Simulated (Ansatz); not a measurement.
**Dielectric function and optical constants of KTaO3**

What colour and refractive index does KTaO3 have at this level of theory?

Program: Ansatz 0.2.0. Level of theory: DFT, PBE, plane-wave PAW, default files, scalar-relativistic, independent-particle optical response without local fields. Results are calculated unless marked as measured.

**1. Set-up**

It takes space group Pm-3m (No. 221, cubic). The conventional cell has a = 3.988 Å, b = 3.988 Å, c = 3.988 Å, α = 90.00°, β = 90.00°, γ = 90.00°. Nearest to Ta lie 6 O at 1.99 Å. Nearest to K lie 12 O at 2.82 Å. Nearest to O lie 2 Ta at 1.99 Å and 4 K at 2.82 Å. Farther neighbours and most contacts between anions are not listed.

**2. Ground state and bands**

The self-consistent density comes first; it also tells whether there is a gap, which decides the occupations and the need for a Drude term.

This step: DFT, PBE, plane-wave PAW, default files, scalar-relativistic, ground state (Ansatz 0.2.0).

input.yaml

```yaml
crystal:
  lattice:
    - [3.9883, 0.0, 0.0]
    - [0.0, 3.9883, 0.0]
    - [0.0, 0.0, 3.9883]
  atoms:
    - { symbol: Ta, position: [0.0, 0.0, 0.0] }
    - { symbol: K, position: [0.5, 0.5, 0.5] }
    - { symbol: O, position: [0.0, 0.0, 0.5] }
    - { symbol: O, position: [0.0, 0.5, 0.0] }
    - { symbol: O, position: [0.5, 0.0, 0.0] }
kpoints:
  mp_grid: { grid: [6, 6, 6] }
  band_path:
    path:
      - [[0.0, 0.0, 0.0], [0.0, 0.5, 0.0], [0.5, 0.5, 0.0], [0.0, 0.0, 0.0], [0.5, 0.5, 0.5], [0.0, 0.5, 0.0]]
      - [[0.5, 0.5, 0.0], [0.5, 0.5, 0.5]]
    npoints: 11
scf:
  occupations: { method: fermi_dirac, width: 0.05 }
  n_extra_bands: 9
hamiltonian:
  xc: pbe
  pseudopotentials: { kind: paw }
output:
  forces: true
  stress: true
  populations: true
  write_bands: true
  write_density: true
  write_potential: true
  elf: true
  volumetric_format: npy
```

Started as:

```sh
$ ansatz run input.yaml --threads 2 --pin off --max-ram 5120MiB --backend cpu --events-out ev --progress --plain --runs-dir out
```

Numbers of over 12 decimals in the logs are rounded to 6 here.

The program printed:

```text
scf.n_extra_bands = 9 over 20 filled bands (N_el = 40.0): the run solves 29 bands
Engine: ansatz 0.2.0, aarch64-unknown-linux-gnu
Pseudopotentials: kind: paw
Pseudopotential: Ta, paw, valence charge 13, recommended cutoff 420 eV (normal), Ta.paw.azcp
Pseudopotential: K, paw, valence charge 9, recommended cutoff 420 eV (normal), K.paw.azcp
Pseudopotential: O, paw, valence charge 6, recommended cutoff 420 eV (normal), O.paw.azcp
Functional definition: PBE
  parameter kappa = 0.804
  parameter beta = 0.066725
  exchange = pbe_x(kappa = kappa, mu = beta*pi^2/3)
  correlation = pbe_c(beta = beta)
Crystal: 5 atoms, lattice volume = 63.440 Å³
Basis set: ecut = 420 eV, 1237 PW (Γ), exchange–correlation on 54×54×54 points (8 copies of the dense FFT grid, shifted against one another)
Bands: 29, of which v1, the nominal top of the filled ones, is band 20 counted from 1 (19 counted from 0)
Symmetry: 48 space group operations
Space group: Pm-3m (ITA 221), of the structure as read, at distance tolerance 4.0e-5 Å
k-points: 20 of 216
Non-local potential: Ta, projectors of the file, l = 0: 3, l = 1: 2, l = 2: 2, l = 3: 1
Non-local potential: K, projectors of the file, l = 0: 3, l = 1: 2, l = 2: 2
Non-local potential: O, projectors of the file, l = 0: 2, l = 1: 2, l = 2: 1
PAW form: soft (Blöchl's): semilocal exchange-correlation on the pseudo side does not see the compensation charge
PAW one-centre angular grid: Ta, 590 points (default); XC on 64 Gauss nodes
PAW one-centre angular grid: K, 110 points (default); XC on 64 Gauss nodes
PAW one-centre angular grid: O, 110 points (default); XC on 64 Gauss nodes
Initial density: superposition of atomic densities (neutral atoms: chi_scale 0, normalization atom), corrected by the library's trained network
Initial wavefunctions: pseudopotential atomic-orbital guess
Functional: x = pbe(κ = 0.804, μ = 0.219515), c = pbe(β = 0.066725)
SCF iter   1: F=—  HF=-13178.200374 eV  |F-HF|=—  |Δ(HF+E_count)|=         —  Δρ=9.73e-4  dr2=1.79e-4  ethr=1.77e-3  ⟨swp⟩=5.8  Hψ=2794  notcnv=0  defer=9
preconditioner: auto → Resta (q_TF=auto, 2.526 Å⁻¹)  ε∞=3.9  [insulator: Δε(μ)=2.213 eV  Ē_g=15.053 eV  σ=0.050 eV  W_gap=1.00  n_scr=18 (ndim 8)  ℏωp=25.5 eV  f_vac=0.012  D(μ)=0.00/eV (n_scr^D=0)  ε∞_Penn≈3.9]
SCF iter   2: F=—  HF=-13178.200921 eV  |F-HF|=—  |Δ(HF+E_count)|=   5.48e-4  Δρ=4.83e-4  dr2=3.22e-5  ethr=4.47e-7  ⟨swp⟩=2.0  Hψ=1140  notcnv=0  defer=25
SCF iter   3: F=—  HF=-13178.199981 eV  |F-HF|=—  |Δ(HF+E_count)|=   9.40e-4  Δρ=2.34e-4  dr2=8.90e-6  ethr=8.04e-8  ⟨swp⟩=2.0  Hψ=893  notcnv=0  defer=25
SCF iter   4: F=—  HF=-13178.200022 eV  |F-HF|=—  |Δ(HF+E_count)|=   4.10e-5  Δρ=3.07e-5  dr2=4.68e-7  ethr=2.23e-8  ⟨swp⟩=2.0  Hψ=875  notcnv=0  defer=25
iter 5 did not close the SCF: its close was put off for the readings that it lacked (scf_convergence_deferred on its scf_iter line)
SCF iter   5: F=-13178.200023 eV  HF=-13178.200023 eV  |F-HF|=2.13e-8  |Δ(HF+E_count)|=   1.72e-7  Δρ=6.72e-6  dr2=2.32e-8  ethr=1.17e-9  ⟨swp⟩=2.0  Hψ=704  notcnv=0  defer=25
SCF iter   6: F=-13178.200023 eV  HF=-13178.200023 eV  |F-HF|=2.46e-10  |Δ(HF+E_count)|=   2.66e-8  Δρ=1.17e-6  dr2=1.10e-9  ethr=5.79e-11  ⟨swp⟩=9.8  Hψ=3707  notcnv=0
SCF 1 converged in 6 iterations: F = -13178.200023 eV  dr2 = 1.10e-9
  greatest PAW one-centre occupation: 0.999 electrons in one spin orbital (limit 2), on the Ta atom at site 0 (counted from 0), in its partial waves of l = 0
NSCF: frozen V_eff on 68 k-points
SCF converged after 6 iterations
Free energy (F): -13178.200023 eV
Harris-Foulkes:  -13178.200023 eV  (|F-HF|=2.46e-10)
Internal energy: -13178.200023 eV  (E = F + TS)
E sigma→0 (E₀):  -13178.200023 eV
Fermi energy:    9.918133 eV
--- Per-component energies (eV) ---
  E_band       = -251.878733
  E_kinetic    = 1146.680850
  E_local      = -2222.882001  (includes V_loc(G=0)·N_el)
  E_nonlocal   = 170.583130
  E_hartree    = 778.071091
  E_xc         = -576.217182
  E_vxc        = -653.017995  (∫ρ·V_xc dr)
  E_paw        = -9653.105955  (= ΣΔE_a)
  E_vpaw       = -249.392921  (= ΣTr[D̂ρ^β])
  E_aug_tail   = 0.007427  (compensation charges beyond the density's cutoff)
  E_ewald      = -2821.337382
  E_smearing   = -0.000000  (= −TS)
  E_closure    = -0.000000  (closes the sum)
  Σ components = -13178.200023   (vs F -13178.200023, Δ=0.00e0)
--- Forces (eV/Å), atoms counted from 1 ---
  atom   1  Ta    -0.00000000     0.00000000     0.00000000
  atom   2  K      0.00000000    -0.00000000    -0.00000000
  atom   3  O      0.00000000     0.00000000     0.00000000
  atom   4  O      0.00000000     0.00000000     0.00000000
  atom   5  O      0.00000000    -0.00000000     0.00000000
  max |Σ_I F_I| component: 3.41e-29 eV/Å
--- Stress (GPa, compression-positive) ---
        5.407044       0.000000       0.000000
       -0.000000       5.407044      -0.000000
        0.000000      -0.000000       5.407044
  P = ⅓ Tr σ = 5.4070 GPa (54.070 kbar)
--- Band table (eV; the first three rows and the last of 20) ---
  k-point 0: bands = [... 16 lower, 7.7385, 8.1786, 8.1786, 8.1786, 11.0111, 11.0111, 11.0111, 15.4256, ... 5 higher]
  k-point 1: bands = [... 16 lower, 7.5084, 7.6175, 8.0666, 8.0666, 11.0493, 11.8004, 11.8004, 15.6211, ... 5 higher]
  k-point 2: bands = [... 16 lower, 6.8754, 7.3920, 7.9846, 7.9846, 11.1282, 13.1644, 13.1644, 15.6399, ... 5 higher]
  k-point 19: bands = [... 16 lower, 4.8997, 8.7894, 8.7894, 8.7894, 15.3003, 15.3003, 15.3003, 17.7023, ... 5 higher]
--- Löwdin populations: 5 sites ---
  site symbol       q [e]
     0     Ta     11.3334
     1      K      8.2037
     2      O      6.7566
     3      O      6.7566
     4      O      6.7566
  spilling = 0.004827 (of n_electrons = 40.000000)
```

Run time: 2.4 s. Hardware: 2 threads of Arm Neoverse V2, shared host; peak memory 0.34 GiB; 4.6 s of CPU time.

This step gave:

- free energy: -13178.2000 eV
- Fermi energy: 9.918 eV
- gap by band count: 2.222 eV
- electrons: 40
- symmetry operations: 48
- pressure: 5.407 GPa
- gap on the k-mesh: 2.222 eV
- volume: 63.44 Å³
- gap on the path: 2.222 eV
- least direct gap on the path: 2.833 eV

There is a gap, 2.22 eV on the path, so no carriers' term is needed. The cell is left with a pressure of 5.4 GPa, as it stands unrelaxed at this level.

The electronic bands at the labelled points (eV, zero at the Fermi level; v1 is the highest filled band, c1 the lowest empty one):

```csv
point,v4,v3,v2,v1,c1,c2,c3,c4
Γ,-2.18,-1.74,-1.74,-1.74,1.09,1.09,1.09,5.51
0.55 of the way,-2.87,-2.45,-1.91,-1.91,1.18,2.77,2.77,5.72
X,-3.25,-2.63,-1.96,-1.96,1.25,3.92,3.92,5.73
0.45 of the way,-2.77,-2.49,-2.48,-1.76,2.49,3.94,4.35,6.42
M,-2.76,-2.55,-2.55,-1.17,3.96,3.96,5.25,6.59
0.45 of the way,-2.69,-2.46,-2.45,-1.71,2.75,2.89,3.63,6.35
Γ,-2.18,-1.74,-1.74,-1.74,1.09,1.09,1.09,5.51
0.45 of the way,-3.94,-2.01,-2.01,-1.76,3.07,3.21,3.21,7.58
R,-5.02,-1.13,-1.13,-1.13,5.38,5.38,5.38,7.78
0.45 of the way,-4.27,-1.83,-1.69,-1.48,3.76,4.53,4.64,8.56
X,-3.25,-2.63,-1.96,-1.96,1.25,3.92,3.92,5.73
jump to M,-2.76,-2.55,-2.55,-1.17,3.96,3.96,5.25,6.59
0.45 of the way,-4.56,-1.77,-1.77,-1.15,4.43,4.43,5.31,7.94
R,-5.02,-1.13,-1.13,-1.13,5.38,5.38,5.38,7.78
```

Electrostatic potential energy in the ac plane at fractional y = 0.000, with atoms of Ta and O within 0.2 Å of it. With pseudopotentials it is smooth inside the atoms' cores, unlike the true potential.

Ten even steps from '0' (-61 eV) to '9' (14 eV), each cell a mean:
```
00368643478620
13578865688742
56789999999876
78899999999988
67999999999987
34899999999964
13799999999953
34799999999964
56999999999986
78999999999988
66789999999876
34679977898753
01468643478630
00367531367510
```
Atoms in or near the plane, at fractional coordinates: Ta at (0.00, 0.00), O at (0.00, 0.50), O at (0.50, 0.00).

Valence density in the ac plane at fractional y = 0.000, with atoms of Ta and O within 0.2 Å of it. It is the smooth field of the valence electrons, not physical close to the nuclei.

Ten even steps from '_' (0.0 e/Å³) to '@' (7.2 e/Å³), each cell a mean:
```
++++--....--**%%++::....==**
++==::____..----::..__..::==
::..____________________....
..________________________..
::::____________________..::
##++..__________________::++
@@##::__________________--%%
%%++::__________________--**
==::..__________________..--
....______________________..
....______________________..
==--..____..::::..______::--
**++--....::++##++::__..==++
==**==....==%%@@##::..::++++
```
Atoms in or near the plane, at fractional coordinates: Ta at (0.00, 0.00), O at (0.00, 0.50), O at (0.50, 0.00).

**3. Spectrum**

The spectrum is a sum over vertical transitions between filled and empty bands at the fixed density, so many empty bands are needed.

This step: DFT, PBE, plane-wave PAW, default files, scalar-relativistic, independent-particle optical response without local fields (Ansatz 0.2.0).

input.yaml, the sections that differ from step 2:

```yaml
kpoints:
  mp_grid: { grid: [6, 6, 6] }
scf:
  occupations: { method: fixed }
output:
  optics:
    e_range: [0, 30]
    de: 0.05
    sigma: 0.1
    nscf_kmesh: { grid: [6, 6, 6] }
    bands: auto
# crystal, hamiltonian: as in step 2
```

The program printed:

```text
[...]
Crystal: 5 atoms, lattice volume = 63.440 Å³
Basis set: ecut = 420 eV, 1237 PW (Γ)
Bands: 25, of which v1, the nominal top of the filled ones, is band 20 counted from 1 (19 counted from 0)
Symmetry: 48 space group operations
[...]
k-points: 20 of 216
[...]
SCF iter   1: F=—  HF=-13178.200493 eV  |F-HF|=—  |Δ(HF+E_count)|=         —  Δρ=9.70e-4  dr2=1.88e-4  ethr=1.77e-3  ⟨swp⟩=4.5  Hψ=2117  notcnv=0  defer=47
[...]
SCF iter   8: F=-13178.201155 eV  HF=-13178.201155 eV  |F-HF|=7.28e-12  |Δ(HF+E_count)|=  2.18e-11  Δρ=3.39e-8  dr2=4.25e-13  ethr=1.00e-12  ⟨swp⟩=8.1  Hψ=1658  notcnv=0
SCF 1 converged in 8 iterations: F = -13178.201155 eV  dr2 = 4.25e-13
[...]
NSCF: frozen V_eff on 20 k-points
output.optics: what the bands over the 89 summed would add to eps1, eps2 and the energy-loss function is held between a lower and an upper bound (6 Lanczos steps). eps1, eps2 and their loss function (loss_summed_bands) are given on every row as the summed bands alone make them. Along an axis, on a row where the two bounds hold the loss function to about 1 % of the greater of itself and 0.5 % of |1/eps|, its cell (loss_completed) is given, with the completed eps1 and eps2 that it is formed of (a cell that is left empty reads nan in the table and null in the record). The two bounds hold it so along every axis on all 601 rows up to 30.000 eV. [rest of the remark cut]
SCF converged after 8 iterations
Free energy (F): -13178.201155 eV
[...]
Internal energy: -13178.201155 eV  (E = F + TS)
E sigma→0 (E₀):  -13178.201155 eV
Fermi energy:    8.789519 eV
[...]
--- Band table (eV; the first three rows and the last of 20) ---
  k-point 0: bands = [... 16 lower, 7.7386, 8.1787, 8.1787, 8.1787, 11.0108, 11.0108, 11.0108, 15.4256, ... 1 higher]
  k-point 1: bands = [... 16 lower, 7.5085, 7.6176, 8.0667, 8.0667, 11.0489, 11.8001, 11.8001, 15.6215, ... 1 higher]
  k-point 2: bands = [... 16 lower, 6.8755, 7.3921, 7.9847, 7.9847, 11.1279, 13.1641, 13.1641, 15.6403, ... 1 higher]
  k-point 19: bands = [... 16 lower, 4.8997, 8.7895, 8.7895, 8.7895, 15.3000, 15.3000, 15.3000, 17.7023, ... 1 higher]
```

Elapsed: 26 s, on 2 threads; peak memory 0.78 GiB; 51 s of CPU time.

Numbers from this step:

```
electronic dielectric constant ε∞, mean over x, y and z (by symmetry where fewer were run)                                                          : 5.461
absorption onset, first axis (α over 10⁴ cm⁻¹, or the direct gap if that lies higher)                                                               : 2.832 eV
main peak of Im epsilon, first axis                                                                                                                 : 6.103 eV
photocurrent from vertical transitions in a film 500 nm thick on a perfect mirror (two passes), AM1.5G, no front reflection, all carriers collected : 2.773 mA/cm²
least direct gap on the mesh                                                                                                                        : 2.832 eV
bands summed                                                                                                                                        : 89
spectra valid up to                                                                                                                                 : 51.2965 eV
program's estimate of the k-sum error in Im epsilon                                                                                                 : 0.19 %
electrons in the f-sum                                                                                                                              : 32.43
```

The Im ε, any direction has structure finer than the step of the table below, so its rows give means over 1 eV, whole bins alone (the curve runs from 0 to 30 eV). Peaks (eV: height): 6.1: 7.10, 9.3: 5.89, 20.9: 3.18, 22.1: 4.95.

Im ε, any direction against photon energy; means over each step:

```csv
photon energy (eV),"Im ε, any direction"
2,0
3,1.79
4,4.87
5,5.40
6,5.43
7,0.529
8,2.17
9,4.05
10,4.83
11,2.59
12,2.18
13,2.24
14,1.75
15,1.22
16,1.15
17,1.40
18,1.19
19,1.23
20,2.21
21,2.65
22,3.72
23,1.35
24,0.924
25,0.989
26,0.743
27,0.590
28,0.474
29,0.440
```

The Re ε, any direction by photon energy:

photon energy (eV), Re ε, any direction and a bar from the least value:
```
        0       5.46 ###################
        1       5.61 ###################
        2       6.22 #####################
        3       9.24 ##############################
        4       6.02 #####################
        5       4.08 ###############
        6       1.92 #########
        7       1.56 ########
        8       3.63 ##############
        9       4.52 ################
       10       0.66 #####
       11       0.49 ####
       12       1.01 ######
       13       1.05 ######
       14       0.11 ###
       15       0.78 #####
       16       1.08 ######
       17       1.08 ######
       18       1.19 ######
       19       1.85 ########
       20       2.26 ##########
       21       0.49 ####
       22       0.77 #####
       23      -1.02 
       24      -0.13 ###
       25      -0.12 ###
       26      -0.03 ###
       27       0.04 ###
       28       0.23 ####
       29       0.18 ####
       30       0.37 ####
```

Values under 1 per cm are given as 1. The absorption coefficient, any direction by photon energy:

```csv
photon energy (eV),"absorption coefficient, any direction (1/cm)"
0.00,1
1.00,1
2.00,1
3.00,59392
4.00,3.8e5
5.00,5.9e5
6.00,9.5e5
7.00,71790
8.00,4.7e5
9.00,7.4e5
10.00,1.5e6
11.00,1.2e6
12.00,1.0e6
13.00,1.1e6
14.00,1.3e6
15.00,8.3e5
16.00,8.0e5
17.00,9.6e5
18.00,8.8e5
19.00,7.7e5
20.00,1.3e6
21.00,2.4e6
22.00,3.0e6
23.00,2.7e6
24.00,1.8e6
25.00,2.0e6
26.00,1.6e6
27.00,1.5e6
28.00,1.0e6
29.00,1.1e6
30.00,6.8e5
```

The refractive index n and extinction k by photon energy:

```csv
photon energy (eV),n,k
0,2.34,0
1,2.37,0
2,2.49,0
3,3.05,0.195
4,2.62,0.927
5,2.34,1.17
6,2.09,1.57
7,1.25,0.101
8,1.99,0.583
9,2.28,0.814
10,1.71,1.50
11,1.25,1.04
12,1.30,0.827
13,1.32,0.829
14,0.984,0.924
15,1.04,0.543
16,1.15,0.492
17,1.18,0.558
18,1.20,0.485
19,1.42,0.398
20,1.64,0.661
21,1.31,1.11
22,1.60,1.34
23,0.590,1.17
24,0.628,0.724
25,0.699,0.780
26,0.568,0.598
27,0.564,0.532
28,0.609,0.369
29,0.563,0.370
30,0.647,0.224
```

The loss function −Im 1/ε at q → 0, any direction has structure finer than the step of the table below, so its rows give means over 1 eV, whole bins alone (the curve runs from 0 to 30 eV). Peaks (eV: height): 6.8: 1.45, 14.6: 0.726, 27.3: 1.93, 29.1: 2.04.

Table of loss function −Im 1/ε at q → 0, any direction by energy loss; means over each step:

```csv
energy loss (eV),"loss function −Im 1/ε at q → 0, any direction"
2,0
3,0.0198
4,0.0798
5,0.116
6,0.165
7,0.361
8,0.110
9,0.118
10,0.201
11,0.382
12,0.403
13,0.389
14,0.569
15,0.573
16,0.441
17,0.429
18,0.401
19,0.266
20,0.231
21,0.314
22,0.233
23,0.515
24,1.02
25,1.01
26,1.34
27,1.69
28,1.70
29,1.81
```

At chosen wavelengths:

```csv
wavelength (nm),n,k,R (%),1/α
1550,2.36,0.000,16.3,over 1 mm
1064,2.38,0.000,16.7,over 1 mm
532,2.58,0.000,19.5,over 1 mm
405,3.09,0.274,26.4,117 nm
365,2.96,0.756,27.2,38 nm
308,2.61,0.930,24.9,26 nm
193,0.85,1.584,42.7,9.7 nm
```

Rows near the edge hang on the gap, which this functional as a rule makes too small, and phonon-assisted absorption is left out.

A film 1 µm thick would pass 68 % of daylight and look yellow-green in transmission (x = 0.341, y = 0.383). A larger true gap would move the edge to shorter wavelengths and change the colour.

The f-sum over the summed bands holds 32.4 of the cell's 40 electrons outside the frozen cores, 16 of which lie in bands more than 12 eV below the Fermi level, whose transitions come at higher energies. Up to 30 eV the strength has a mean oscillator energy of 10.4 eV, well above the main peak, so higher transitions carry much of it.

(Continued in part 2 of 2.)

[Logs are printed without paths, hosts, clocks, repeated set-up lines and the standing remarks that a program may print on its own settings, such as how far it seeks lower states.]

[Hosts, paths, dates, database ids (printed as entryN), source tags and the programs' standing remarks are cut or masked in the printed files.]
